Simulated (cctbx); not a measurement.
**A crystallographic session in cctbx: Ca3Ga2Ir2**

Library: cctbx 2025.11. The data are simulated by the first script.

## 1. Simulate the data

run.py:

```python
from cctbx import adptbx, crystal, miller, sgtbx, xray
from cctbx.array_family import flex
from iotbx.shelx import hklf
from scitbx import matrix
import scitbx.random

cs = crystal.symmetry(unit_cell=(5.787, 7.988, 13.645, 90, 90, 90), space_group_symbol='Hall: -P 2c 2b')  # Pbcm
atoms = [  # label, site, U (iso, or U11 U22 U33 U12 U13 U23 in A^2), occupancy
    ("Ir1", (0.6252, 0.4633, 0.4083), (0.0057, 0.0048, 0.0057, -0.0001, -0.0006, 0.0006), 1),
    ("Ga1", (0.1444, 0.596, 0.75), (0.0078, 0.0086, 0.0079, 0.0004, 0.0000, 0.0000), 1),
    ("Ga2", (0.3813, 0.25, 0.5), (0.0104, 0.0110, 0.0115, 0.0000, 0.0000, -0.0015), 1),
    ("Ca1", (0.6305, 0.7391, 0.75), (0.0097, 0.0068, 0.0104, 0.0002, 0.0000, 0.0000), 1),
    ("Ca2", (0.142, 0.6002, 0.4039), (0.0180, 0.0112, 0.0120, 0.0010, -0.0004, -0.0009), 1),
]
xs = xray.structure(crystal_symmetry=cs)
for label, site, u, occ in atoms:
    u = adptbx.u_cif_as_u_star(cs.unit_cell(), u) if isinstance(u, tuple) else u
    xs.add_scatterer(xray.scatterer(label, site=site, u=u, occupancy=occ))
xs.set_inelastic_form_factors(0.71073, "sasaki")
xs.show_summary()
p1 = xs.expand_to_p1()
ms = miller.build_set(p1, anomalous_flag=True, d_min=0.77)
flex.set_random_seed(78065)
scitbx.random.set_random_seed(78065)
ms = ms.select(flex.random_double(ms.size()) < 0.95)
i = ms.structure_factors_from_scatterers(p1, algorithm="direct").f_calc().as_intensity_array().data()
i = i * 20000 / flex.max(i)
sig = flex.sqrt(i + flex.pow2(0.04 * i) + 8 ** 2)
noise = scitbx.random.variate(scitbx.random.normal_distribution())(i.size())
data = ms.array(data=i + sig * noise, sigmas=sig).set_observation_type_xray_intensity()
with open("data.hkl", "w") as f:
    data.export_as_shelx_hklf(f)
print("reflections written:", data.size(), " <I/sigma> = %.1f" % flex.mean(data.data() / data.sigmas()))
for h, a, b in list(data.sort("data"))[:12]:
    print("%4d%4d%4d %9.1f %7.1f" % (h + (a, b)))
```

```console
$ python run.py
```

```text
Number of scatterers: 5
At special positions: 3
Unit cell: (5.787, 7.988, 13.645, 90, 90, 90)
Space group: P b c m (No. 57)
reflections written: 5527  <I/sigma> = 10.5
  -4   0   0   20254.7   812.4
   2  -1  -3   19805.0   774.4
  -2  -1  -3   19775.3   774.4
  -2  -1   3   19744.8   774.4
  -2   1   3   19514.3   774.4
   4   0   0   19259.3   812.4
   2   1   3   19020.4   774.4
   2   1  -3   18018.9   774.4
  -2   1  -3   17824.7   774.4
   2  -1   3   17725.3   774.4
   0   0  -6   17373.9   723.2
   0   0   6   17316.2   723.2
```

It took 0.25 s on 1 thread of Arm Neoverse V2 (shared host), peak memory 0.07 GiB.

## 2. Symmetry

run.py:

```python
from cctbx import crystal, sgtbx, statistics
from cctbx.array_family import flex
from iotbx.shelx import hklf

p1 = crystal.symmetry(unit_cell=(5.787, 7.988, 13.645, 90, 90, 90), space_group_symbol="P 1")
raw = hklf.reader(file_name="data.hkl").as_miller_arrays(crystal_symmetry=p1, anomalous=True)[0]
print(raw.size(), "reflections to d = %.3f A" % raw.d_min())
isig = raw.data() / raw.sigmas()
print("centring   violations  <I/sigma> of those")
best = "P"
for c in "ABCIRF":
    a = raw.customized_copy(space_group_info=sgtbx.space_group_info("Hall: %s 1" % c)).sys_absent_flags().data()
    m = flex.mean(isig.select(a))
    print("%5s %10d of %5d %8.1f" % (c, (isig.select(a) > 4).count(True), a.count(True), m))
    if (isig.select(a) > 4).count(True) < 0.01 * a.count(True):
        best = c
raw = raw.select(~raw.customized_copy(space_group_info=sgtbx.space_group_info("Hall: %s 1" % best)).sys_absent_flags().data())
isig = raw.data() / raw.sigmas()
rows = []
for s in sgtbx.space_group_symbol_iterator():
    g = sgtbx.space_group(s)
    if g.conventional_centring_type_symbol() != best or not g.is_compatible_unit_cell(p1.unit_cell(), 1e-3, 0.02):
        continue
    rows.append((s, g))
print("Laue class    unique    Rint  (classes that these axes allow; Friedel mates merged)")
rint = {}
for s, g in rows:
    laue = g.build_derived_patterson_group()
    key = laue.type().hall_symbol()
    if key not in rint:
        m = raw.customized_copy(space_group_info=laue.info(), anomalous_flag=False).merge_equivalents()
        rint[key] = m.r_int()
        print("%-14s %6d %7.3f" % (laue.type().lookup_symbol(), m.array().size(), m.r_int()))
floor = min(rint.values())
good = [(s, g) for s, g in rows if rint[g.build_derived_patterson_group().type().hall_symbol()] < 2 * floor + 0.03]
top = max(g.build_derived_patterson_group().order_z() for s, g in good)
print("space group    extra absences  I>4sigma  <I/sigma>")
for s, g in good:
    laue = g.build_derived_patterson_group()
    if laue.order_z() != top:
        continue
    a = raw.customized_copy(space_group_info=g.info()).sys_absent_flags().data()
    a &= ~raw.customized_copy(space_group_info=laue.info()).sys_absent_flags().data()
    bad = (isig.select(a) > 4).count(True)
    if bad <= 0.03 * a.count(True):
        print("%-16s %8d %10d %9s  %s" % (s.universal_hermann_mauguin(), a.count(True), bad, "%.1f" % flex.mean(isig.select(a)) if a.count(True) else "-", "centric" if g.is_centric() else "acentric"))
laue = max(good, key=lambda t: t[1].build_derived_patterson_group().order_z())[1].build_derived_patterson_group()
f = raw.customized_copy(space_group_info=laue.info(), anomalous_flag=False).merge_equivalents().array().eliminate_sys_absent().f_sq_as_f()
f.set_observation_type_xray_amplitude()
bins = max(3, min(8, f.size() // 12))
f.setup_binner(n_bins=bins)
w = statistics.wilson_plot(f, {e: n / laue.order_z() for e, n in {'Ir': 8.0, 'Ga': 8.0, 'Ca': 12.0}.items()}, e_statistics=True)
print("Wilson B = %.2f A^2   <|E^2-1|> = %.3f (0.968 centric, 0.736 acentric)   E^2>4: %.1f %%" % (w.wilson_b, w.mean_e_sq_minus_1, w.percent_e_sq_gt_2))
print("shell (A)         n   <I/sigma>")
m = raw.customized_copy(space_group_info=laue.info(), anomalous_flag=False).merge_equivalents().array().eliminate_sys_absent()
for b in m.setup_binner(n_bins=bins).range_used():
    sel = m.binner().selection(b)
    print("%5.2f - %4.2f %6d %8.1f" % (min(m.binner().bin_d_range(b)[0] if m.binner().bin_d_range(b)[0] > 0 else 99, 99), m.binner().bin_d_range(b)[1], sel.count(True), flex.mean((m.data() / m.sigmas()).select(sel))))
```

```console
$ python run.py
```

```text
5527 reflections to d = 0.770 A
centring   violations  <I/sigma> of those
    A       1761 of  2748     10.7
    B       1821 of  2736     10.8
    C       1802 of  2742     10.7
    I       1757 of  2771     10.5
    R       2337 of  3688     10.5
    F       2692 of  4113     10.7
Laue class    unique    Rint  (classes that these axes allow; Friedel mates merged)
P -1             2901   0.030
P 1 2/m 1        1565   0.036
P 1 1 2/m        1523   0.036
P 2/m 1 1        1602   0.036
P m m m           891   0.039
space group    extra absences  I>4sigma  <I/sigma>
P 2 2 2                 0          0         -  acentric
P 2 2 21               17          0      -0.5  acentric
P 2 21 2                8          0      -0.1  acentric
P 2 21 21              25          0      -0.4  acentric
P m m 2                 0          0         -  acentric
P 2 m m                 0          0         -  acentric
P m 2 m                 0          0         -  acentric
P m c 21              204          0      -0.1  acentric
P b 21 m              270          0      -0.0  acentric
P b m 2               270          0      -0.0  acentric
P 2 c m               204          0      -0.1  acentric
P b c 21              474          0      -0.0  acentric
P m m m                 0          0         -  centric
P b m m               270          0      -0.0  centric
P m c m               204          0      -0.1  centric
P b c m               474          0      -0.0  centric
Wilson B = 0.43 A^2   <|E^2-1|> = 0.954 (0.968 centric, 0.736 acentric)   E^2>4: 3.2 %
shell (A)         n   <I/sigma>
13.65 - 1.54    135     23.3
 1.54 - 1.22    110     25.1
 1.22 - 1.07    113     26.3
 1.07 - 0.97    108     24.1
 0.97 - 0.90    108     20.8
 0.90 - 0.85    105     20.7
 0.85 - 0.81    104     23.9
 0.81 - 0.77    108     22.8
```

Time: 0.35 s.

## 3. Patterson map

run.py:

```python
from cctbx import crystal, maptbx
from iotbx.shelx import hklf

cs = crystal.symmetry(unit_cell=(5.787, 7.988, 13.645, 90, 90, 90), space_group_symbol='Hall: -P 2c 2b')  # Pbcm
raw = hklf.reader(file_name="data.hkl").as_miller_arrays(crystal_symmetry=cs, anomalous=True)[0]
merged = raw.eliminate_sys_absent().merge_equivalents()
fo2 = merged.array().set_observation_type_xray_intensity()
f = fo2.average_bijvoet_mates().f_sq_as_f()
pm = f.patterson_map(symmetry_flags=maptbx.use_space_group_symmetry, sharpening=True, resolution_factor=0.25)
peaks = pm.peak_search(parameters=maptbx.peak_search_parameters(min_distance_sym_equiv=0.4, max_clusters=14)).all()
top = peaks.heights()[0]
print("Patterson group", f.patterson_symmetry().space_group_info())
print("      u       v       w   height  length (A)")
for x, h in zip(peaks.sites(), peaks.heights()):
    y = [t - round(t) for t in x]
    print("%7.3f %7.3f %7.3f %8.1f %8.2f" % (x + (1000 * h / top, cs.unit_cell().length(y))))
```

```console
$ python run.py
```

```text
Patterson group P m m m
      u       v       w   height  length (A)
  0.000   0.000   0.000   1000.0     0.00
  0.252   0.500   0.000    496.0     4.25
  0.000   0.000   0.319    452.6     4.35
  0.000   0.428   0.500    435.3     7.63
  0.247   0.070   0.500    286.2     6.99
  0.251   0.500   0.320    231.5     6.09
  0.000   0.428   0.182    214.3     4.23
  0.242   0.067   0.174    184.6     2.81
  0.500   0.437   0.165    181.3     5.06
  0.500   0.133   0.335    173.1     5.52
  0.000   0.286   0.089    143.3     2.59
  0.500   0.136   0.000    142.7     3.09
  0.500   0.434   0.500    134.2     8.18
  0.000   0.286   0.410    133.1     6.05
```

Time: 0.24 s.

## 4. Charge flipping

run.py:

```python
import itertools
from cctbx import crystal, maptbx
from cctbx.array_family import flex
from iotbx.shelx import hklf
from smtbx.ab_initio import charge_flipping as cf

cs = crystal.symmetry(unit_cell=(5.787, 7.988, 13.645, 90, 90, 90), space_group_symbol='Hall: -P 2c 2b')  # Pbcm
raw = hklf.reader(file_name="data.hkl").as_miller_arrays(crystal_symmetry=cs, anomalous=True)[0]
merged = raw.eliminate_sys_absent().merge_equivalents()
fo2 = merged.array().set_observation_type_xray_intensity()
f = fo2.average_bijvoet_mates().f_sq_as_f().resolution_filter(d_min=0.9)
p1 = f.expand_to_p1()
p1.setup_binner_counting_sorted(reflections_per_bin=max(40, p1.size() // 12))
work = p1.array(data=p1.data() / p1.amplitude_quasi_normalisations().data())
flex.set_random_seed(73987)
it = cf.weak_reflection_improved_iterator(delta=None, weak_reflection_fraction=0.1)
it.start(work, phases=flex.random_double(p1.size()) * 6.2832, f_000=0)
it.delta = 1.1 * it.rho_map.sigma()
print("cycle      R  skewness")
for n, st in enumerate(itertools.islice(it, 300)):
    if n % 25 == 0:
        print("%5d %6.3f %8.2f" % (n, st.r1_factor(), st.rho_map.skewness()))
rho = p1.phase_transfer(it.f_calc).fft_map().apply_volume_scaling()
polish = cf.low_density_elimination_iterator(constant_rho_c=rho.sigma())
polish.start(f_obs=p1, phases=it.f_calc, f_000=0)
for _ in range(8):
    next(polish)
print("origin shift          correlation  skewness")
maps = []
for fc, shift, cc in itertools.islice(cf.f_calc_symmetrisations(f, polish.f_calc, 0), 4):
    m = f.phase_transfer(fc).fft_map(symmetry_flags=maptbx.use_space_group_symmetry, resolution_factor=0.25).apply_sigma_scaling()
    maps.append((m.skewness(), cc, m))
    print("%6.3f %6.3f %6.3f %10.3f %9.2f" % (tuple(shift) + (cc, m.skewness())))
skew, cc, m = max((t for t in maps if t[1] > maps[0][1] - 0.04), key=lambda t: t[0])
print("taken: symmetry correlation %.3f, skewness %.2f" % (cc, skew))
peaks = m.peak_search(parameters=maptbx.peak_search_parameters(min_distance_sym_equiv=0.9, max_clusters=10)).all()
sps = cs.special_position_settings(min_distance_sym_equiv=0.5)
print("peak      x       y       z  mult  height/sigma")
for k, (x, h) in enumerate(zip(peaks.sites(), peaks.heights())):
    ss = sps.site_symmetry(x)
    print("Q%-3d %7.4f %7.4f %7.4f %4d %8.1f" % ((k + 1,) + tuple(t % 1 for t in ss.exact_site()) + (ss.multiplicity(), h)))
```

```console
$ python run.py
```

```text
cycle      R  skewness
    0  0.653     0.26
   25  0.514     3.65
   50  0.506     3.42
   75  0.514     3.21
  100  0.502     3.22
  125  0.479     3.22
  150  0.495     3.19
  175  0.495     3.32
  200  0.492     3.25
  225  0.482     3.19
  250  0.499     3.37
  275  0.496     3.25
origin shift          correlation  skewness
 0.288  0.353  0.343      0.804      0.84
 0.290  0.351  0.010      0.815      0.81
 0.306  0.258  0.345      0.792      0.73
 0.035  0.327  0.171      0.792      0.95
taken: symmetry correlation 0.792, skewness 0.95
peak      x       y       z  mult  height/sigma
Q1    0.2108  0.5435  0.7500    4      8.7
Q2    0.3727  0.6104  0.2500    4      6.4
Q3    0.3655  0.1796  0.7500    4      4.9
Q4    0.2114  0.5512  0.0726    8      4.8
Q5    0.0486  0.5447  0.7500    4      4.4
Q6    0.2081  0.2500  0.0000    4      3.5
Q7    0.4027  0.6016  0.5733    8      3.3
Q8    0.2580  0.6180  0.6505    8      3.1
Q9    0.3685  0.1694  0.0627    8      3.1
Q10   0.4702  0.1374  0.6681    8      3.1
```

Time: 0.39 s.

## 5. Refinement (model from the peaks)

run.py:

```python
import math
from cctbx import adptbx, crystal, maptbx, sgtbx, xray
from cctbx.array_family import flex
from cctbx.xray import observations
from iotbx.shelx import hklf
from scitbx.lstbx import normal_eqns_solving
from smtbx import absolute_structure, utils
from smtbx.refinement import constraints, least_squares

cs = crystal.symmetry(unit_cell=(5.787, 7.988, 13.645, 90, 90, 90), space_group_symbol='Hall: -P 2c 2b')  # Pbcm
atoms = [  # label, site, U (iso, or U11 U22 U33 U12 U13 U23 in A^2), occupancy
    ("Ir1", (0.2108, 0.5435, 0.75), 0.0200, 1),
    ("Ir2", (0.3727, 0.6104, 0.25), 0.0200, 1),
    ("Ca1", (0.3655, 0.1796, 0.75), 0.0200, 1),
    ("Ca2", (0.2114, 0.5512, 0.0726), 0.0200, 1),
    ("Ga1", (0.4027, 0.6016, 0.5733), 0.0200, 1),
]
xs = xray.structure(crystal_symmetry=cs)
for label, site, u, occ in atoms:
    u = adptbx.u_cif_as_u_star(cs.unit_cell(), u) if isinstance(u, tuple) else u
    xs.add_scatterer(xray.scatterer(label, site=site, u=u, occupancy=occ))
xs.set_inelastic_form_factors(0.71073, "sasaki")
raw = hklf.reader(file_name="data.hkl").as_miller_arrays(crystal_symmetry=cs, anomalous=True)[0]
merged = raw.eliminate_sys_absent().merge_equivalents()
fo2 = merged.array().set_observation_type_xray_intensity()
print("Rint %.3f, %d unique reflections to %.2f A" % (merged.r_int(), fo2.size(), fo2.d_min()))
for sc in xs.scatterers():
    sc.flags.set_grad_site(True)
    sc.flags.set_grad_u_aniso(sc.flags.use_u_aniso())
    sc.flags.set_grad_u_iso(sc.flags.use_u_iso())
obs = fo2.as_xray_observations()
extra = {}
rep = constraints.reparametrisation(xs, [], utils.connectivity_table(xs), **extra)
ls = least_squares.crystallographic_ls(obs, rep, weighting_scheme=least_squares.mainstream_shelx_weighting(a=0, b=0))
print("cycle     R1     wR2    GooF  max shift (A)")
for cycle in range(6):
    ls.build_up()
    r1, wr2, goof = ls.r1_factor(cutoff_factor=2)[0], ls.wR2(), ls.goof()
    old = xs.sites_cart()
    normal_eqns_solving.levenberg_marquardt_iterations(ls, n_max_iterations=3, tau=0.0001, step_threshold=1e-7)
    big = flex.max((xs.sites_cart() - old).norms())
    print("%4d %7.4f %7.4f %7.3f %9.5f" % (cycle + 1, r1, wr2, goof, big))
    ls.build_up(objective_only=True)
    if abs(ls.wR2() - wr2) < 5e-5 and big < 5e-4:
        break
ls.build_up()
print("final R1 %.4f wR2 %.4f GooF %.3f  parameters %d  data/parameter %.1f" % (ls.r1_factor(cutoff_factor=2)[0], ls.wR2(), ls.goof(), ls.n_parameters, fo2.size() / ls.n_parameters))
cov = ls.covariance_matrix_and_annotations()
su = dict(zip(cov.annotations, (math.sqrt(max(v, 0)) for v in cov.matrix.matrix_packed_u_diagonal())))
a2 = cs.unit_cell().reciprocal_parameters()[0] ** -2
print("atom        x        y        z      Ueq    occ   su(xyz)  su(Uiso or U11)")
for sc in xs.scatterers():
    s = max(su.get(sc.label + k, 0) for k in (".x", ".y", ".z"))
    npd = "" if sc.is_positive_definite_u(cs.unit_cell()) else "  NPD"
    print("%-5s %8.5f %8.5f %8.5f %8.4f %6.3f %8.5f %7.4f%s" % ((sc.label,) + sc.site + (sc.u_iso_or_equiv(cs.unit_cell()), sc.occupancy, s, su.get(sc.label + ".uiso", su.get(sc.label + ".u11", 0) * a2), npd)))
fo = fo2.f_sq_as_f()
fc = fo.structure_factors_from_scatterers(xs, algorithm="direct").f_calc()
diff = fo.f_obs_minus_f_calc(1 / math.sqrt(ls.scale_factor()), fc).average_bijvoet_mates()
m = diff.fft_map(symmetry_flags=maptbx.use_space_group_symmetry, resolution_factor=0.25).apply_volume_scaling()
print("difference map: max %.2f min %.2f rms %.2f" % (m.statistics().max(), m.statistics().min(), m.statistics().sigma()))
peaks = m.peak_search(parameters=maptbx.peak_search_parameters(min_distance_sym_equiv=0.6, max_clusters=5)).all()
near = xs.closest_distances(peaks.sites(), distance_cutoff=4)
sps = cs.special_position_settings(min_distance_sym_equiv=0.5)
for k, (x, h) in enumerate(zip(peaks.sites(), peaks.heights())):
    ss = sps.site_symmetry(x)
    print("Q%-3d %7.4f %7.4f %7.4f %4d %7.2f  %.2f A from %s" % ((k + 1,) + tuple(t % 1 for t in ss.exact_site()) + (ss.multiplicity(), h, near.smallest_distances[k], xs.scatterers()[near.i_seqs[k]].label)))
```

```console
$ python run.py
```

```text
Rint 0.039, 759 unique reflections to 0.77 A
cycle     R1     wR2    GooF  max shift (A)
   1  0.7923  0.9641  33.198   0.52221
   2  0.6674  0.9108  31.364   0.21365
   3  0.6280  0.8861  30.512   0.09402
   4  0.6909  0.9170  31.576   0.07793
   5  0.6902  0.9158  31.536   0.13106
   6  0.6358  0.8809  30.333   0.10657
final R1 0.6901 wR2 0.9152 GooF 31.515  parameters 17  data/parameter 44.6
atom        x        y        z      Ueq    occ   su(xyz)  su(Uiso or U11)
Ir1    0.13199  0.53662  0.75000   0.0172  1.000  0.00766  0.0093
Ir2    0.37928  0.60930  0.25000   0.0070  1.000  0.00497  0.0066
Ca1    0.38164  0.17639  0.75000   0.0373  1.000  0.03970  0.0494
Ca2    0.13068  0.51884  0.08247   0.0687  1.000  0.06964  0.0693
Ga1    0.36617  0.59767  0.56778   0.0246  1.000  0.01331  0.0139
difference map: max 418.45 min -236.85 rms 27.16
Q1    0.3816  0.6078  0.2500    4  423.84  0.02 A from Ir2
Q2    0.1388  0.5347  0.7500    4  330.49  0.04 A from Ir1
Q3    0.3712  0.6031  0.5674    8  250.89  0.05 A from Ga1
Q4    0.3729  0.1766  0.0660    8  154.50  2.19 A from Ga1
Q5    0.3881  0.1847  0.7500    4  154.44  0.08 A from Ca1
```

Time: 0.58 s.

Figures of merit this high mean that the model is still wrong or incomplete.

## 6. Charge flipping

run.py, as its changes from the last script of this kind:

```diff
@@ -13,3 +13,2 @@
-p1.setup_binner_counting_sorted(reflections_per_bin=max(40, p1.size() // 12))
-work = p1.array(data=p1.data() / p1.amplitude_quasi_normalisations().data())
-flex.set_random_seed(73987)
+work = p1
+flex.set_random_seed(73988)
@@ -20,2 +19,2 @@
-for n, st in enumerate(itertools.islice(it, 300)):
-    if n % 25 == 0:
+for n, st in enumerate(itertools.islice(it, 600)):
+    if n % 50 == 0:
```

```console
$ python run.py
```

```text
cycle      R  skewness
    0  0.650     0.40
   50  0.374     4.31
  100  0.351     4.16
  150  0.357     4.01
  200  0.342     4.18
  250  0.357     4.07
  300  0.321     4.04
  350  0.353     4.11
  400  0.349     4.13
  450  0.344     4.14
  500  0.340     4.17
  550  0.351     4.13
origin shift          correlation  skewness
 0.334  0.371  0.145      0.800      1.06
 0.337  0.378  0.290      0.786      1.05
 0.335  0.372  0.478      0.785      1.06
 0.335  0.370  0.403      0.798      0.79
taken: symmetry correlation 0.800, skewness 1.06
peak      x       y       z  mult  height/sigma
Q1    0.0127  0.0298  0.7500    4      8.3
Q2    0.3819  0.0605  0.5919    8      6.1
Q3    0.2468  0.9883  0.2500    4      5.1
Q4    0.0987  0.0409  0.0701    8      4.1
Q5    0.1593  0.1526  0.0919    8      3.8
Q6    0.1195  0.1155  0.6824    8      3.4
Q7    0.0210  0.1102  0.2500    4      3.4
Q8    0.1139  0.5541  0.6385    8      3.1
Q9    0.2904  0.5220  0.0678    8      3.0
Q10   0.0654  0.7457  0.0817    8      2.9
```

It took 0.5 s on 1 thread of Arm Neoverse V2, on a shared host, peak memory 0.07 GiB.

[Logs are printed without paths, hosts, clocks, repeated set-up lines and the standing remarks that a program may print on its own settings, such as how far it seeks lower states.]
